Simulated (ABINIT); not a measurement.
## SnSe2 (P-3m1): G0W0 with ABINIT, start to end

Aim: the G0W0 gap of SnSe2 (P-3m1) on PBEsol, step by step.

Method: PBEsol and many-body steps on it, plane waves, in ABINIT 10.8.3.

**The experiments to reproduce.**

- Gap 1.21 ± 0.04 eV: quasiparticle gap from STS band edges on large flat area; scanning tunneling spectroscopy, log dI/dV edge fit; 77.6 K; bulk crystal (n-type SnSe2 region of partially converted crystal) (“Lateral heterostructures formed by thermally converting n-type SnSe2 to p-type SnSe”, 2018, arxiv:1804.01202).

- Gap 1 eV: indirect gap from optical absorption (approximate); optical absorption; bulk crystal (quoted in “Lateral heterostructures formed by thermally converting n-type SnSe2 to p-type SnSe”, 2018, arxiv:1804.01202).

- Gap 1.207 eV: direct band-edge excitonic transition; piezoreflectance; 300 K; bulk crystal (CVT-grown single crystal) (“Temperature Dependent Excitonic Transition Energy and Enhanced Electron-Phonon Coupling in Layered Ternary SnS2-xSex Semiconductors with Fully Tunable Stoichiometry”, 2021, pmc:8069899).

### Step 1. Starting point

Symmetry: P-3m1, No. 164, trigonal system. Conventional cell: a = 3.811 Å, b = 3.811 Å, c = 6.136 Å, α = 90.00°, β = 90.00°, γ = 120.00°. Nearest to Sn lie 6 Se at 2.68 Å. Se has 3 Sn at 2.68 Å nearest. Farther neighbours and most contacts between anions are not listed.

The cell and positions come from the Crystallography Open Database and are kept as given unless a step says otherwise.

### Step 2. Ground state

This step: ABINIT 10.8.3; DFT, PBEsol, plane waves, norm-conserving pseudopotentials.

The ground-state density comes first.

Contents of run.abi:

```
acell 3*1.0 Angstrom
rprim 
  3.810999999987 0.000000000003 0.000000000000
  -1.905499999996 3.300422813810 0.000000000000
  0.000000000000 0.000000000000 6.136000000000
ntypat 2
znucl 50 34
natom 3
typat 1 2 2
xred 
  0.000000000000 0.000000000000 0.000000000000
  0.333333333333 0.666666666667 0.249000000000
  0.666666666667 0.333333333333 0.751000000000
pp_dirpath "pseudos"
pseudos "Sn.upf, Se.upf"
ecut 48
ngkpt 6 6 4
nshiftk 1
shiftk 0 0 0
kptopt 1
chksymbreak 0
nband 40
occopt 1
tolvrs 1e-08
nstep 60
prtwf 0
indata_prefix "in"
outdata_prefix "out"
tmpdata_prefix "tmp"
```

Run with:

```
$ OMP_NUM_THREADS=1 mpirun -n 4 abinit run.abi > log
```

Numbers of over 12 decimals in the logs are rounded to 6 here.

Log:

```text
.Version 10.8.3 of ABINIT. v10.8.2 released Aug 2026.

 Symmetries : space group P-3 m 1 (#164); Bravais hP (primitive hexag.)
================================================================================
 Values of the parameters that define the memory need of the present run
     intxc =       0    ionmov =       0      iscf =       7    lmnmax =       6
     lnmax =       6     mgfft =      75  mpssoang =       3    mqgrid =    3617
     natom =       3  nloc_mem =       1    nspden =       1   nspinor =       1
    nsppol =       1      nsym =      12    n1xccc =    2501    ntypat =       2
    occopt =       1   xclevel =       2
-    mband =          40        mffmem =           1         mkmem =           6
       mpw =        8310          nfft =      172800          nkpt =          24
================================================================================
  Rough estimation (10% accuracy) of disk space for files :
================================================================================

--------------------------------------------------------------------------------
------------- Echo of variables that govern the present computation ------------
--------------------------------------------------------------------------------
 -outvars: echo values of preprocessed input variables --------
            acell      1.8897261259E+00  1.8897261259E+00  1.8897261259E+00 Bohr

      chksymbreak           0
             ecut      4.80000000E+01 Hartree
-          fftalg         312

              ixc     -116133
              kpt      0.00000000E+00  0.00000000E+00  0.00000000E+00
                       1.66666667E-01  0.00000000E+00  0.00000000E+00
                       3.33333333E-01  0.00000000E+00  0.00000000E+00
                       5.00000000E-01  0.00000000E+00  0.00000000E+00
                       1.66666667E-01  1.66666667E-01  0.00000000E+00
                       3.33333333E-01  1.66666667E-01  0.00000000E+00
                       3.33333333E-01  3.33333333E-01  0.00000000E+00
                       0.00000000E+00  0.00000000E+00  2.50000000E-01
                       1.66666667E-01  0.00000000E+00  2.50000000E-01
   [... 13 further rows ...]
                       3.33333333E-01  1.66666667E-01  5.00000000E-01
                       3.33333333E-01  3.33333333E-01  5.00000000E-01
         kptrlatt        6    0    0      0    6    0      0    0    4
          kptrlen      4.32104776E+01
P           mkmem           6
            natom           3
            nband          40
            ngfft          48      48      75
             nkpt          24
            nstep          60
             nsym          12
           ntypat           2
              occ      2.000000  2.000000  2.000000  2.000000  2.000000  2.000000
                       2.000000  2.000000  2.000000  2.000000  2.000000  2.000000
                       2.000000  2.000000  2.000000  2.000000  2.000000  2.000000
                       2.000000  2.000000  2.000000  2.000000  2.000000  2.000000
                       2.000000  2.000000  2.000000  2.000000  2.000000  2.000000
                       2.000000  2.000000  2.000000  2.000000  2.000000  0.000000
                       0.000000  0.000000  0.000000  0.000000
            prtwf           0
            rprim      3.8110000000E+00  3.0000000000E-12  0.0000000000E+00
[...]
spgroup         164

           tolvrs      1.00000000E-08

             xred      0.0000000000E+00  0.0000000000E+00  0.0000000000E+00
[...]
znucl       50.00000   34.00000

================================================================================

 chkinp: Checking input parameters for consistency.

================================================================================
== DATASET  1 ==================================================================
-   mpi_nproc: 4, omp_nthreads: 1 (-1 if OMP is not activated)

--- !DatasetInfo
iteration_state: {dtset: 1, }
dimensions: {natom: 3, nkpt: 24, mband: 40, nsppol: 1, nspinor: 1, nspden: 1, mpw: 8310, }
cutoff_energies: {ecut:  48.0, pawecutdg:  -1.0, }
electrons: {nelect:   7.00000000E+01, charge:   0.00000000E+00, occopt:   1.00000000E+00, tsmear:   1.00000000E-02, }

 Real(R)+Recip(G) space primitive vectors, cartesian coordinates (Bohr,Bohr^-1):
 R(1)=  7.2017463  0.0000000  0.0000000  G(1)=  0.1388552  0.0801681  0.0000000
 R(2)= -3.6008731  6.2368952  0.0000000  G(2)=  0.0000000  0.1603362  0.0000000
 R(3)=  0.0000000  0.0000000 11.5953595  G(3)=  0.0000000  0.0000000  0.0862414
 Unit cell volume ucvol=  5.2082339E+02 bohr^3
 Angles (23,13,12)=  9.00000000E+01  9.00000000E+01  1.20000000E+02 degrees

 getcut: wavevector=  0.0000  0.0000  0.0000  ngfft=  48  48  75
         ecut(hartree)=     48.000   => boxcut(ratio)=   2.04626

--- Pseudopotential description ------------------------------------------------
- Sn Generated using ONCVPSP code by D. R. Hamann
- 50.00000  22.00000  180301                  znucl, zion, pspdat
12 -116133 2 -1 1628                          pspcod,pspxc,lmax,lloc,mmax
     nproj     2     2     2
  pspatm : epsatm=   27.40034533
         --- l  ekb(1:nproj) -->
[...]
pspatm: atomic psp has been read  and splines computed

[...]
iteration_state: {dtset: 1, }
solver: {iscf: 7, nstep: 60, nline: 4, wfoptalg: 0, }
tolerances: {tolvrs: 1.00E-08, }

     iter   Etot(hartree)      deltaE(h)  residm     vres2
 ETOT  1  -893.68580945491    -8.937E+02 1.206E+00 2.341E+02
 ETOT  2  -897.63341757190    -3.948E+00 2.094E-02 1.372E+02
 ETOT  3  -897.64537290058    -1.196E-02 2.381E-02 3.695E+01
 ETOT  4  -897.64709092958    -1.718E-03 2.182E-03 1.007E+01
 ETOT  5  -897.64809409641    -1.003E-03 3.727E-04 1.032E+00
 ETOT  6  -897.64817317710    -7.908E-05 4.480E-05 1.226E-02
 ETOT  7  -897.64817381222    -6.351E-07 7.590E-05 6.987E-04
 ETOT  8  -897.64817382620    -1.397E-08 2.791E-05 3.153E-04
 ETOT  9  -897.64817384866    -2.246E-08 4.883E-05 2.538E-06
 ETOT 10  -897.64817384873    -7.140E-11 1.870E-05 1.521E-07
 ETOT 11  -897.64817384879    -6.162E-11 3.235E-05 2.623E-08
 ETOT 12  -897.64817384882    -2.774E-11 1.228E-05 4.991E-10

 At SCF step   12       vres2   =  4.99E-10 < tolvrs=  1.00E-08 =>converged.

 Cartesian components of stress tensor (hartree/bohr^3)
  sigma(1 1)= -1.96460999E-05  sigma(3 2)=  0.00000000E+00
  sigma(2 2)= -1.96460999E-05  sigma(3 1)=  0.00000000E+00
  sigma(3 3)= -7.58820100E-05  sigma(2 1)=  0.00000000E+00

--- !ResultsGS
iteration_state: {dtset: 1, }
comment   : Summary of ground state results
lattice_vectors:
- [  7.2017463,   0.0000000,   0.0000000, ]
- [ -3.6008731,   6.2368952,   0.0000000, ]
- [  0.0000000,   0.0000000,  11.5953595, ]
lattice_lengths: [   7.20175,    7.20175,   11.59536, ]
lattice_angles: [ 90.000,  90.000, 120.000, ] # degrees, (23, 13, 12)
lattice_volume:   5.2082339E+02
convergence: {deltae: -2.774E-11, res2:  4.991E-10, residm:  1.228E-05, diffor: null, }
etotal    :  -8.97648174E+02
entropy   :   0.00000000E+00
fermie    :   2.03189153E-01
cartesian_stress_tensor: # hartree/bohr^3
- [ -1.96460999E-05,   0.00000000E+00,   0.00000000E+00, ]
- [  0.00000000E+00,  -1.96460999E-05,   0.00000000E+00, ]
- [  0.00000000E+00,   0.00000000E+00,  -7.58820100E-05, ]
pressure_GPa:   1.1295E+00
xred      :
- [  0.0000E+00,   0.0000E+00,   0.0000E+00, Sn]
- [  3.3333E-01,   6.6667E-01,   2.4900E-01, Se]
- [  6.6667E-01,   3.3333E-01,   7.5100E-01, Se]
cartesian_forces: # hartree/bohr
- [  7.42423431E-37,  -9.43125231E-25,  -0.00000000E+00, ]
- [ -3.71211715E-37,   4.71562616E-25,   1.16686933E-02, ]
- [ -3.71211715E-37,   4.71562616E-25,  -1.16686933E-02, ]
force_length_stats: {min:   9.43125231E-25, max:   1.16686933E-02, mean:   7.77912886E-03, }

 Integrated electronic density in atomic spheres:
 ------------------------------------------------
 Atom  Sphere_radius  Integrated_density
[...]
2        2.00000         21.24167676
    3        2.00000         21.24167676
================================================================================

 ----iterations are completed or convergence reached----

 Mean square residual over all n,k,spin=   13.346E-09; max=  12.283E-06
 reduced coordinates (array xred) for    3 atoms
       0.000000000000      0.000000000000      0.000000000000
       0.333333333333      0.666666666667      0.249000000000
       0.666666666667      0.333333333333      0.751000000000
 rms dE/dt=  6.3782E-02; max dE/dt=  1.3530E-01; dE/dt below (all hartree)
    1       0.000000000000      0.000000000000      0.000000000000
    2       0.000000000000     -0.000000000000     -0.135302693779
    3       0.000000000000     -0.000000000000      0.135302693779

 cartesian coordinates (angstrom) at end:
    1      0.000000     0.000000     0.000000
    2     -1.67e-12     2.200282     1.527864
    3      1.905500     1.100141     4.608136

 cartesian forces (hartree/bohr) at end:
    1      0.000000    -0.000000    -0.000000
    2     -0.000000     0.000000     0.011669
    3     -0.000000     0.000000    -0.011669
 frms,max,avg= 5.5006748E-03 1.1668693E-02   0.000E+00  0.000E+00  0.000E+00 h/b

 cartesian forces (eV/Angstrom) at end:
    1      0.000000    -0.000000    -0.000000
    2     -0.000000     0.000000     0.600028
    3     -0.000000     0.000000    -0.600028
 frms,max,avg= 2.8285607E-01 6.0002833E-01   0.000E+00  0.000E+00  0.000E+00 e/A
 length scales=  1.889726125908  1.889726125908  1.889726125908 bohr
              =  1.000000000000  1.000000000000  1.000000000000 angstroms
 prteigrs : about to open file out_EIG
 Fermi (or HOMO) energy (hartree) =   0.20319   Average Vxc (hartree)=  -0.37609
 Eigenvalues (hartree) for nkpt=  24  k points:
 kpt#   1, nband= 40, wtk=  0.00694, kpt=  0.0000  0.0000  0.0000 (reduced coord)
  -7.39583   -7.39583   -5.17937   -5.17937   -5.17937   -5.17937   -5.17765   -5.17765
  -4.53925   -2.91598   -2.91598   -2.91589   -1.51923   -1.51923   -1.51923   -1.51923
  -1.51768   -1.51768   -1.51767   -1.51767   -1.51712   -1.51711   -0.57604   -0.57604
  -0.57463   -0.57405   -0.57405   -0.31234   -0.24654   -0.02158    0.17766    0.17766
   0.18895    0.18895    0.20319    0.24005    0.30802    0.37197    0.37197    0.49879
 prteigrs : prtvol=0 or 1, do not print more k-points.

--- !EnergyTerms
iteration_state     : {dtset: 1, }
comment             : Components of total free energy in Hartree
kinetic             :  3.69353113496790E+02
hartree             :  3.68871335808421E+02
xc                  : -8.39747940139128E+01
Ewald energy        : -3.93006523174324E+02
psp_core            :  1.04778441077031E+01
local_psp           : -9.91337539252231E+02
non_local_psp       : -1.78031610821267E+02
total_energy        : -8.97648173848821E+02
total_energy_eV     : -2.44262511715998E+04
band_energy         : -1.54236086006917E+02

 Cartesian components of stress tensor (hartree/bohr^3)
  sigma(1 1)= -1.96460999E-05  sigma(3 2)=  0.00000000E+00
  sigma(2 2)= -1.96460999E-05  sigma(3 1)=  0.00000000E+00
  sigma(3 3)= -7.58820100E-05  sigma(2 1)=  0.00000000E+00

-Cartesian components of stress tensor (GPa)         [Pressure=  1.1295E+00 GPa]
- sigma(1 1)= -5.78008214E-01  sigma(3 2)=  0.00000000E+00
- sigma(2 2)= -5.78008214E-01  sigma(3 1)=  0.00000000E+00
- sigma(3 3)= -2.23252581E+00  sigma(2 1)=  0.00000000E+00

== END DATASET(S) ==============================================================
================================================================================

 -outvars: echo values of variables after computation  --------
           etotal     -8.9764817385E+02
            nband          40
             nkpt          24
          spgroup         164
 [... the other variables as echoed above ...]

 Calculation completed.
```

Wall time 93 s (4 MPI ranks of Arm Neoverse V1, shared host); peak memory 0.5 GiB; 6.2 min of CPU time.

This step gave:

- total energy: -24426.2512 eV
- gap: 0.7459 eV
- k of the valence top: 0, 0, 0
- k of the conduction bottom: 0.5, 0, 0.25
- least direct gap: 1.003 eV
- pressure: 1.129 GPa

The gap is indirect, with the least direct gap 0.26 eV higher.

The cutoff was set for levels, not for stress, so the pressure can be off by some GPa.

[end of part 1 of 3]

[Paths, hosts, dates, memory and timing lines, banners, echoed tables and standing remarks are left out of the program output.]

[Logs are printed without paths, hosts, clocks, repeated set-up lines and the standing remarks that a program may print on its own settings, such as how far it seeks lower states.]

[Runs of the session that timed out or met a known fault of the program may be left out.]

[Hosts, paths, dates, database ids (printed as entryN), source tags and the programs' standing remarks are cut or masked in the printed files.]

[G0W0 gaps are taken among the corrected bands and points alone; a level outside them can change the order at an edge.]

[Where Ansatz stands beside ABINIT at settings called matched, ABINIT's density can come from a denser mesh and the files from another edition; pairs whose starting gaps differed by over 0.03 eV were left out, so agreement reads better than it is.]
